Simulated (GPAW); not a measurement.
## Ballistic transport through 1,4-diethynylbenzene between two Al chains, cheap and dear

Aim: T(E), conductance and thermopower of 1,4-diethynylbenzene between two Al chains, and what cheaper settings cost in accuracy.

Main program and level: GPAW 26.7.0; GPAW LCAO, PAW setups; Landauer transmission from Green's functions with principal layers (ASE), zero bias.

## Step 1: The starting structure

The cell holds 26 atoms: 12 Al, 10 C and 4 H. Its edges and angles: a = 10.810 Å, b = 9.000 Å, c = 38.281 Å, α = 90.0°, β = 90.0°, γ = 90.0°. Regions: left lead, 6 atoms (6 Al); channel, 14 atoms (10 C and 4 H); right lead, 6 atoms (6 Al). Vacuum lies along a and b. The structure is stacked along c, and the current runs across the ab planes.

## Step 2: Double-zeta polarised basis

The script solves lead and junction separately, takes H and S in the orbital basis, and joins semi-infinite leads through their self-energies; the dzp basis is the working standard.

run.py

```python
import json
import numpy as np
from ase import Atoms
from ase.transport.calculators import TransportCalculator
from gpaw import GPAW, FermiDirac
from gpaw.lcao.tools import get_lcao_hamiltonian
from scipy.linalg import eigh

# The junction with lead layers at both ends, along the third cell vector
device = Atoms(
    ['Al', 'Al', 'Al', 'Al', 'Al', 'Al', 'C', 'C', 'C', 'H', 'H', 'C', 'C', 'C', 'C', 'H', 'H', 'C', 'C', 'C', 'Al', 'Al', 'Al', 'Al', 'Al', 'Al'],
    positions=[
        [5.40510, 4.50000, 1.20000],
        [5.40510, 4.50000, 3.60000],
        [5.40510, 4.50000, 6.00000],
        [5.40510, 4.50000, 8.40000],
        [5.40510, 4.50000, 10.80000],
        [5.40510, 4.50000, 13.20000],
        [5.40509, 4.50003, 15.11000],
        [5.40509, 4.50007, 16.31083],
        [5.40509, 4.50009, 17.74147],
        [7.56018, 4.50009, 17.90539],
        [3.25000, 4.50009, 17.90539],
        [4.19611, 4.50009, 18.44129],
        [6.61407, 4.50009, 18.44129],
        [6.61407, 4.50009, 19.83935],
        [4.19611, 4.50009, 19.83935],
        [7.56018, 4.50008, 20.37524],
        [3.25000, 4.50008, 20.37524],
        [5.40509, 4.50008, 20.53916],
        [5.40509, 4.50006, 21.96980],
        [5.40510, 4.50003, 23.17063],
        [5.40510, 4.50000, 25.08063],
        [5.40510, 4.50000, 27.48063],
        [5.40510, 4.50000, 29.88063],
        [5.40510, 4.50000, 32.28063],
        [5.40510, 4.50000, 34.68063],
        [5.40510, 4.50000, 37.08063]],
    cell=[[10.8102, 0.0, 0.0], [0.0, 9.0, 0.0], [0.0, 0.0, 38.28063]],
    pbc=True)

# One principal layer of the lead: the first 4 atoms of the device
lead = Atoms(
    ['Al', 'Al', 'Al', 'Al'],
    positions=[
        [5.40510, 4.50000, 1.20000],
        [5.40510, 4.50000, 3.60000],
        [5.40510, 4.50000, 6.00000],
        [5.40510, 4.50000, 8.40000]],
    cell=[[10.8102, 0.0, 0.0], [0.0, 9.0, 0.0], [0.0, 0.0, 9.6]],
    pbc=True)

settings = dict(mode='lcao', basis='dzp', xc='PBE', h=0.2,
                occupations=FermiDirac(0.1), maxiter=250,
                mixer=dict(beta=0.1, nmaxold=8, weight=100.0),
                convergence=dict(density=0.0001))
energies = np.arange(-2, 2 + 1e-9, 0.05)
eta = 0.0001
n1, n2 = 1, 1
# k and -k transmit alike, so half of the mesh across the current serves
mesh = [(i, j) for i in range(n1) for j in range(n2) if (i, j) <= (-i % n1, -j % n2)]
weights = np.array([1 if (i, j) == (-i % n1, -j % n2) else 2 for i, j in mesh]) / (n1 * n2)


def ground_state(atoms, size, txt):
    atoms.calc = GPAW(kpts={'size': size, 'gamma': True}, symmetry={'tolerance': 1e-3}, txt=txt, **settings)
    atoms.get_potential_energy()
    return atoms.calc.get_fermi_level()


def blocks(atoms, fermi, points, nz, cells):
    """H - E_F S and S between cell 0 and the cells above it, at each point across the current."""
    kz = np.arange(nz) / nz
    calc = atoms.calc.fixed_density(kpts=[(*k, z) for k in points for z in kz], symmetry='off', txt=None)
    H, S = get_lcao_hamiltonian(calc)
    H = (H - fermi * S).reshape(len(H), len(points), nz, *S.shape[1:])
    S = S.reshape(H.shape[1:])
    phases = [np.exp(-2j * np.pi * kz * R) / nz for R in cells]
    return [(np.einsum('skzij,z->ksij', H, p), np.einsum('kzij,z->kij', S, p)) for p in phases]


def pair(a, b):
    return np.block([[a, b], [b.T.conj(), a]])


def count_channels(h, s, cells, nk=240):
    """Half the number of times that the lead's bands cross each energy, unfolded to its shortest repeat."""
    b = len(h) // cells
    bands = []
    for k in (np.arange(nk + 1) + 0.5) / nk:
        hk, sk = h[:b, :b].copy(), s[:b, :b].copy()
        for R in range(1, cells):
            phase, block = np.exp(2j * np.pi * k * R), slice(R * b, (R + 1) * b)
            hk += h[:b, block] * phase + (h[:b, block] * phase).T.conj()
            sk += s[:b, block] * phase + (s[:b, block] * phase).T.conj()
        w, u = eigh(sk)
        x = u[:, w > 1e-5] / w[w > 1e-5]**0.5  # drop near-dependent combinations
        bands.append(np.r_[eigh(x.T.conj() @ hk @ x, eigvals_only=True), [1e9] * (w <= 1e-5).sum()])
    below = np.array(bands)[:, :, None] < energies
    return (below[1:] != below[:-1]).sum((0, 1)) / 2


fermi_lead = ground_state(lead, (1, 1, 12), 'lead.txt')
fermi_device = ground_state(device, (1, 1, 2), 'device.txt')
T, channels, eigen, tail, misfit, shifts = [], [], [], 0.0, 0.0, []
for first in range(0, len(mesh), 164):
    points = [(i / n1, j / n2) for i, j in mesh[first:first + 164]]
    (H0k, S0k), (H1k, S1k), (H2k, _) = blocks(lead, fermi_lead, points, 5, range(3))
    [(Hk, Sk)] = blocks(device, fermi_device, points, 2, [0])
    tail = max(tail, abs(H2k).max())
    for H0, S0, H1, S1, H, S in zip(H0k, S0k, H1k, S1k, Hk, Sk):
        n = len(S0)
        # Shift the lead onto the potential of the device's first layer
        shift = ((H[:, 0, 0] - H0[:, 0, 0]) / S0[0, 0]).real.mean()
        shifts.append(shift)
        misfit = max(misfit, abs(H[:, :n, :n] - H0 - shift * S0).max())
        Tk, Ck, Ek = [], [], []
        for s in range(len(H)):
            t = s % len(H0)  # a lead without moments serves both spins
            h1, s1 = pair(H0[t] + shift * S0, H1[t] + shift * S1), pair(S0, S1)
            leads = dict(h1=h1, s1=s1, energies=energies, eta=eta, eta1=eta, eta2=eta)
            calc = TransportCalculator(h=H[s], s=S, eigenchannels=3, **leads)
            Tk.append(calc.get_transmission())
            Ek.append(np.sort(calc.eigenchannels_ne, axis=0)[::-1])
            Ck.append(count_channels(h1, s1, 8))
        T.append(Tk)
        channels.append(Ck)
        eigen.append(Ek)
T, channels = np.array(T), np.array(channels)
mean, open_channels = np.einsum('kse,k->se', T, weights), np.einsum('kse,k->se', channels, weights)

print(f'basis functions: device {len(S)}, principal layer {n}')
print(f'Fermi level: lead {fermi_lead:.4f} eV, device {fermi_device:.4f} eV; lead shifted by {np.mean(shifts):.4f} eV')
print(f'largest coupling past the next layer {tail:.2e} eV, largest misfit of the first layer {misfit:.3f} eV')
print('  E-E_F (eV)   ' + 'T (one spin)  channels')
for e, t, c in zip(energies, mean.T, open_channels.T):
    print(f'{e:10.3f}  ', *[f'{x:11.4e}' for x in t], *[f'{x:9.4f}' for x in c])

kT = 8.617333e-5 * 200
fine = np.linspace(energies[0], energies[-1], 4001)
both = np.exp(np.interp(fine, energies, np.log(np.maximum(mean.sum(0) * 2 / len(mean), 1e-30))))
fermi = lambda mu: 1 / (1 + np.exp(np.clip((fine - mu) / kT, -200, 200)))
slope = fermi(0) * (1 - fermi(0)) / kT
G = np.trapezoid(both * slope, fine) / 2
seebeck = -np.trapezoid(both * slope * fine, fine) / (2 * G * 200) * 1e6
print(f'conductance at 200 K: {G:.5g} G0 a cell; thermopower {seebeck:.4g} uV/K')
bias = [0.1, 0.2, 0.5, 1.0, 1.5, 2.0]
current = [38.74 * np.trapezoid(both * (fermi(V / 2) - fermi(-V / 2)), fine) for V in bias]
for V, I in zip(bias, current):
    print(f'current from the zero-bias T(E) at {V} V: {I:.5g} uA')
zero = abs(energies).argmin()
json.dump(dict(energies=energies.tolist(), T=mean.tolist(), channels=open_channels.tolist(), G=G, seebeck=seebeck,
               bias=bias, current=current, tail=tail, misfit=misfit, shift=np.mean(shifts), n_device=len(S), n_lead=n,
               fermi=[fermi_lead, fermi_device], energy=device.get_potential_energy(),
               moments=device.get_magnetic_moments().tolist(), mesh=mesh, weights=weights.tolist(),
               T_k=T[:, :, zero].tolist(), eigen=np.array(eigen[0]).tolist()), open('result.json', 'w'))
```

Run with:

```
OMP_NUM_THREADS=1 OPENBLAS_NUM_THREADS=1 python run.py
```

The log of the run:

```text
basis functions: device 306, principal layer 52
Fermi level: lead -3.3034 eV, device -3.1028 eV; lead shifted by -0.0019 eV
largest coupling past the next layer 1.42e-15 eV, largest misfit of the first layer 0.045 eV
  E-E_F (eV)   T (one spin)  channels
    -2.000    8.9980e-07    1.0000
    -1.950    7.7828e-07    1.0000
    -1.900    6.6894e-07    1.0000
    -1.850    5.7076e-07    1.0000
    -1.800    4.8278e-07    1.0000
    -1.750    4.0410e-07    1.0000
    -1.700    3.3394e-07    1.0000
    -1.650    2.7152e-07    1.0000
    -1.600    2.1618e-07    1.0000
    -1.550    1.6728e-07    1.0000
    -1.500    1.2423e-07    1.0000
    -1.450    8.6494e-08    1.0000
    -1.400    5.3580e-08    1.0000
    -1.350    2.5035e-08    1.0000
    -1.300    4.5880e-10    1.0000
    -1.250    2.6090e-15    0.0000
[...]
1.650    8.6555e-01    3.0000
     1.700    8.3629e-01    3.0000
     1.750    8.0819e-01    3.0000
     1.800    7.8173e-01    3.0000
     1.850    7.5719e-01    3.0000
     1.900    7.3471e-01    3.0000
     1.950    7.1432e-01    3.0000
     2.000    6.9598e-01    3.0000
conductance at 200 K: 0.25595 G0 a cell; thermopower -2.743 uV/K
current from the zero-bias T(E) at 0.1 V: 1.9722 uA
current from the zero-bias T(E) at 0.2 V: 3.8816 uA
current from the zero-bias T(E) at 0.5 V: 8.8342 uA
current from the zero-bias T(E) at 1.0 V: 14.625 uA
current from the zero-bias T(E) at 1.5 V: 21.53 uA
current from the zero-bias T(E) at 2.0 V: 32.983 uA
```

The job ended after 1.9 min (1 thread of Arm Neoverse V2, shared host; peak memory 1.4 GiB).

This step gave:

```
conductance                                             : 0.2559 G₀
thermopower                                             : -2.743 μV/K
largest coupling past the next principal layer          : 1.42e-15 eV
largest misfit of the first principal layer             : 0.04468 eV
shift that aligns the lead                              : -0.001907 eV
basis functions of the junction                         : 306
basis functions of a principal layer                    : 52
transmission at the Fermi level (one spin)              : 0.2584
open channels of the lead at the Fermi level (one spin) : 2
```

One spin. The transmission, zone mean by energy, zero at the Fermi level:

energy (eV), transmission, zone mean and a bar:
```
   -2.000      0.000 
   -1.800      0.000 
   -1.600      0.000 
   -1.400      0.000 
   -1.200      0.000 
   -1.000      0.000 
   -0.800      0.000 
   -0.600      0.000 
   -0.400      0.000 
   -0.200      0.159 #####
    0.000      0.258 ########
    0.200      0.248 #######
    0.400      0.257 ########
    0.600      0.334 ##########
    0.800      0.500 ###############
    1.000      0.748 ######################
    1.200      0.958 #############################
    1.350      1.000 ##############################
    1.400      0.991 ##############################
    1.600      0.895 ###########################
    1.800      0.782 #######################
    2.000      0.696 #####################
```

Crossings of the lead's bands, unfolded to its shortest repeat. Table of open channels, zone mean by energy, zero at the Fermi level:

```csv
energy (eV),"open channels, zone mean"
-2.00,1
-1.90,1
-1.80,1
-1.70,1
-1.55,1
-1.45,1
-1.35,1
-1.25,0
-1.15,0
-1.05,0
-0.90,0
-0.80,0
-0.70,0
-0.60,0
-0.50,0
-0.40,1
-0.25,2
-0.15,2
-0.05,2
0.00,2
0.05,2
0.15,2
0.25,2
0.40,2
0.50,2
0.60,2
0.70,2
0.80,2
0.90,2
1.05,3
1.15,3
1.25,3
1.35,3
1.45,3
1.55,3
1.70,3
1.80,3
1.90,3
2.00,3
```

Not self-consistent under bias; the bias window is split evenly. The current through one cell, from the zero-bias transmission by bias:

```csv
bias (V),"current through one cell, from the zero-bias transmission (μA)"
0.100,1.97
0.200,3.88
0.500,8.83
1.000,14.6
1.500,21.5
2.000,33.0
```

Transmission of the three most open eigenchannels against energy, zero at the Fermi level:

```csv
energy (eV),channel 1,channel 2,channel 3
-2.00,9.0e-7,0,0
-1.85,5.7e-7,0,0
-1.70,3.3e-7,0,0
-1.60,2.2e-7,0,0
-1.45,8.6e-8,0,0
-1.30,4.6e-10,0,0
-1.15,0,0,0
-1.05,0,0,0
-0.90,0,0,0
-0.75,0,0,0
-0.60,0,0,0
-0.50,0,0,0
-0.35,0.0703,3.2e-4,0
-0.20,0.158,7.0e-4,0
-0.05,0.246,0.00109,0
0.00,0.257,0.00112,0
0.05,0.260,0.00111,0
0.20,0.247,9.6e-4,0
0.35,0.248,8.4e-4,0
0.50,0.284,8.1e-4,0
0.60,0.333,8.3e-4,0
0.75,0.448,9.2e-4,0
0.90,0.617,0.00107,1.6e-12
1.05,0.810,0.00127,3.9e-6
1.15,0.917,0.00144,3.4e-6
1.30,0.996,0.00174,3.3e-6
1.45,0.972,0.00212,3.7e-6
1.60,0.893,0.00258,4.2e-6
1.70,0.833,0.00294,4.7e-6
1.85,0.754,0.00358,5.5e-6
2.00,0.692,0.00435,6.7e-6
```

Couplings past the next layer reach 1.4e-15 eV, small enough to drop; the matrix elements of the cell's first layer differ from the bulk lead's by up to 0.045 eV. That layer keeps its own values in the calculation, and only beyond it is the lead taken as perfect. The Fermi levels of lead and junction count from different zeros of potential, one for each periodic cell; with both set to zero, the small remaining shift is what aligns them. By hand: G = 0.2559 × 77.48 μS = 19.8 μS, a resistance of 50.4 kΩ; at 0.1 V a linear junction would pass 1.98 μA, and the integral over the bias window gives 1.97 μA. Mott's formula, S = -(π²/3)(k_B²T/e) d ln T/dE, has the prefactor 4.89 μV/K·eV at 200 K; T = 0.2473 at -0.05 eV and 0.2607 at 0.05 eV give a slope of 0.525 per eV and S = -2.56 μV/K, beside -2.74 μV/K from the thermal integral, which interpolates the same grid.

## Step 3: Single-zeta polarised basis

The second zeta is dropped, the polarisation orbitals stay.

Edit run.py of step 2 so:

```diff
@@ -52,3 +52,3 @@
 
-settings = dict(mode='lcao', basis='dzp', xc='PBE', h=0.2,
+settings = dict(mode='lcao', basis='szp(dzp)', xc='PBE', h=0.2,
                 occupations=FermiDirac(0.1), maxiter=250,
```

The log of the run:

```text
basis functions: device 214, principal layer 36
Fermi level: lead -3.7785 eV, device -3.7771 eV; lead shifted by -0.0068 eV
largest coupling past the next layer 1.29e-15 eV, largest misfit of the first layer 0.043 eV
  E-E_F (eV)   T (one spin)  channels
    -2.000    1.3918e-07    1.0000
    -1.950    1.2067e-07    1.0000
    -1.900    1.0372e-07    1.0000
    -1.850    8.8214e-08    1.0000
    -1.800    7.4070e-08    1.0000
    -1.750    6.1199e-08    1.0000
    -1.700    4.9520e-08    1.0000
    -1.650    3.8956e-08    1.0000
    -1.600    2.9438e-08    1.0000
    -1.550    2.0901e-08    1.0000
    -1.500    1.3283e-08    1.0000
    -1.450    6.5280e-09    1.0000
    -1.400    5.8440e-10    1.0000
    -1.350    7.7461e-16    0.0000
    -1.300    1.4547e-16    0.0000
    -1.250    4.8395e-17    0.0000
[...]
1.650    5.5405e-01    3.0000
     1.700    5.4407e-01    3.0000
     1.750    5.3616e-01    3.0000
     1.800    5.3009e-01    3.0000
     1.850    5.2567e-01    3.0000
     1.900    5.2273e-01    3.0000
     1.950    5.2111e-01    3.0000
     2.000    5.2068e-01    3.0000
conductance at 200 K: 0.34577 G0 a cell; thermopower -6.368 uV/K
current from the zero-bias T(E) at 0.1 V: 2.6658 uA
current from the zero-bias T(E) at 0.2 V: 5.2574 uA
current from the zero-bias T(E) at 0.5 V: 12.217 uA
current from the zero-bias T(E) at 1.0 V: 22.294 uA
current from the zero-bias T(E) at 1.5 V: 37.183 uA
current from the zero-bias T(E) at 2.0 V: 56.06 uA
```

Run time: 96 s. Hardware: 1 thread; peak memory 1.4 GiB.

Numbers from this step:

```
conductance                                    : 0.3458 G₀
thermopower                                    : -6.368 μV/K
largest coupling past the next principal layer : 1.29e-15 eV
largest misfit of the first principal layer    : 0.04269 eV
shift that aligns the lead                     : -0.006755 eV
basis functions of the junction                : 214
basis functions of a principal layer           : 36
transmission at the Fermi level (one spin)     : 0.3488
```

One spin. Table of transmission, zone mean by energy, zero at the Fermi level:

```csv
energy (eV),"transmission, zone mean"
-2.00,1.4e-7
-1.90,1.0e-7
-1.80,7.4e-8
-1.70,5.0e-8
-1.55,2.1e-8
-1.45,6.5e-9
-1.35,0
-1.25,0
-1.15,0
-1.05,0
-0.90,0
-0.80,0
-0.70,0
-0.60,0
-0.50,0
-0.40,4.2e-10
-0.25,0.144
-0.15,0.236
-0.05,0.321
0.00,0.349
0.05,0.365
0.15,0.382
0.25,0.403
0.40,0.487
0.50,0.593
0.60,0.734
0.70,0.880
0.80,0.979
0.85,0.998
0.90,0.996
1.05,0.905
1.15,0.819
1.25,0.738
1.35,0.672
1.45,0.620
1.55,0.581
1.70,0.544
1.80,0.530
1.90,0.523
2.00,0.521
```

Crossings of the lead's bands, unfolded to its shortest repeat. Table of open channels, zone mean by energy, zero at the Fermi level:

```csv
energy (eV),"open channels, zone mean"
-2.00,1
-1.85,1
-1.70,1
-1.60,1
-1.45,1
-1.30,0
-1.15,0
-1.05,0
-0.90,0
-0.75,0
-0.60,0
-0.50,0
-0.35,2
-0.20,2
-0.05,2
0.00,2
0.05,2
0.20,2
0.35,2
0.50,2
0.60,2
0.75,2
0.90,3
1.05,3
1.15,3
1.30,3
1.45,3
1.60,3
1.70,3
1.85,3
2.00,3
```

Not self-consistent under bias; the bias window is split evenly. Table of current through one cell, from the zero-bias transmission by bias:

```csv
bias (V),"current through one cell, from the zero-bias transmission (μA)"
0.100,2.67
0.200,5.26
0.500,12.2
1.000,22.3
1.500,37.2
2.000,56.1
```

Transmission of the three most open eigenchannels against energy, zero at the Fermi level:

```csv
energy (eV),channel 1,channel 2,channel 3
-0.400,4.2e-10,1.4e-12,0
-0.200,0.188,4.2e-4,0
0.000,0.348,7.4e-4,0
0.200,0.389,7.0e-4,0
0.400,0.487,6.4e-4,0
0.600,0.733,7.1e-4,0
0.800,0.978,9.0e-4,3.8e-6
1.000,0.943,0.00120,2.2e-6
1.200,0.775,0.00164,2.1e-6
1.400,0.642,0.00225,2.4e-6
1.600,0.563,0.00309,2.9e-6
1.800,0.526,0.00419,3.5e-6
2.000,0.515,0.00556,4.4e-6
```

The conductance, 0.346 G₀, lies 35 % above that of the dzp run.

## Step 4: GPAW, sz: basis = "sz(dzp)"

The minimal basis is the cheapest rung: no second zeta and no polarisation.

Edit run.py of step 3 so:

```diff
@@ -52,3 +52,3 @@
 
-settings = dict(mode='lcao', basis='szp(dzp)', xc='PBE', h=0.2,
+settings = dict(mode='lcao', basis='sz(dzp)', xc='PBE', h=0.2,
                 occupations=FermiDirac(0.1), maxiter=250,
```

The log of the run:

```text
basis functions: device 92, principal layer 16
Fermi level: lead -4.0352 eV, device -4.0728 eV; lead shifted by -0.0045 eV
largest coupling past the next layer 1.16e-15 eV, largest misfit of the first layer 0.061 eV
  E-E_F (eV)   T (one spin)  channels
    -2.000    2.7314e-08    1.0000
    -1.950    2.1027e-08    1.0000
    -1.900    1.5293e-08    1.0000
[...]
1.950    6.3453e-01    3.0000
     2.000    6.2123e-01    3.0000
conductance at 200 K: 0.30319 G0 a cell; thermopower -4.788 uV/K
current from the zero-bias T(E) at 0.1 V: 2.3376 uA
current from the zero-bias T(E) at 0.2 V: 4.6092 uA
current from the zero-bias T(E) at 0.5 V: 10.64 uA
current from the zero-bias T(E) at 1.0 V: 18.818 uA
current from the zero-bias T(E) at 1.5 V: 29.822 uA
current from the zero-bias T(E) at 2.0 V: 46.732 uA
```

It took 71 s on 1 thread; peak memory 1.3 GiB.

Numbers from this step:

| Quantity | Value |
| --- | --- |
| conductance | 0.3032 G₀ |
| thermopower | -4.788 μV/K |
| largest coupling past the next principal layer | 1.16e-15 eV |
| largest misfit of the first principal layer | 0.06064 eV |
| shift that aligns the lead | -0.004469 eV |
| basis functions of the junction | 92 |
| basis functions of a principal layer | 16 |
| transmission at the Fermi level (one spin) | 0.3058 |

One spin. The transmission, zone mean by energy, zero at the Fermi level:

energy (eV), transmission, zone mean and a bar:
```
    -2.00      0.000 
    -1.90      0.000 
    -1.80      0.000 
    -1.70      0.000 
    -1.55      0.000 
    -1.45      0.000 
    -1.35      0.000 
    -1.25      0.000 
    -1.15      0.000 
    -1.05      0.000 
    -0.90      0.000 
    -0.80      0.000 
    -0.70      0.000 
    -0.60      0.000 
    -0.50      0.000 
    -0.40      0.034 #
    -0.25      0.137 ####
    -0.15      0.219 #######
    -0.05      0.287 #########
     0.00      0.306 #########
     0.05      0.316 #########
     0.15      0.321 ##########
     0.25      0.327 ##########
     0.40      0.372 ###########
     0.50      0.435 #############
     0.60      0.531 ################
     0.70      0.656 ####################
     0.80      0.794 ########################
     0.90      0.913 ###########################
     1.05      0.997 ##############################
     1.10      0.998 ##############################
     1.15      0.987 ##############################
     1.25      0.945 ############################
     1.35      0.889 ###########################
     1.45      0.832 #########################
     1.55      0.780 #######################
     1.70      0.715 ######################
     1.80      0.679 ####################
     1.90      0.649 ####################
     2.00      0.621 ###################
```

The conductance, 0.303 G₀, lies 18 % above that of the dzp run.

[end of part 1 of 2]

[Logs are printed without paths, hosts, clocks, repeated set-up lines and the standing remarks that a program may print on its own settings, such as how far it seeks lower states.]

[Hosts, paths, dates, database ids (printed as entryN), source tags and the programs' standing remarks are cut or masked in the printed files.]
